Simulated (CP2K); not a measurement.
The C K edge of fluoroethane was computed by TDDFT (CP2K XAS_TDP, aug-cc-pVDZ, TDA) at these levels: PBE0, PBEh(45%) and PBEh(45%) + GW2X. The first three lines of C1 (bonded to C and 3 H) with a strength over 0.0015, energy in eV and strength:

```
run           first          second           third
  1  283.74 (0.007)  284.54 (0.018)  284.58 (0.019)
  2  290.34 (0.007)  291.13 (0.018)  291.18 (0.018)
  3  277.29 (0.004)  278.03 (0.003)  278.10 (0.007)
```

**Question.** Which run is which?

Run 1: PBEh(45%) (45 % exact exchange). Run 2: PBEh(45%) + GW2X (45 % exact exchange). Run 3: PBE0 (25 % exact exchange). Self-interaction lifts the core level, so the uncorrected lines rise with the share of exact exchange. The GW2X run keeps the spacings of its parent: 0.79 eV between the first two lines in run 2, 0.80 eV in run 1. Its shift is +6.60 eV, since the Kohn–Sham level at this share of exchange lies that far above the quasiparticle level.

[Banner, clock and machine lines of the logs are left out without a mark of their own.]

[Logs are printed without paths, hosts, clocks, repeated set-up lines and the standing remarks that a program may print on its own settings, such as how far it seeks lower states.]

[Hosts, paths, dates, database ids (printed as entryN), source tags and the programs' standing remarks are cut or masked in the printed files.]
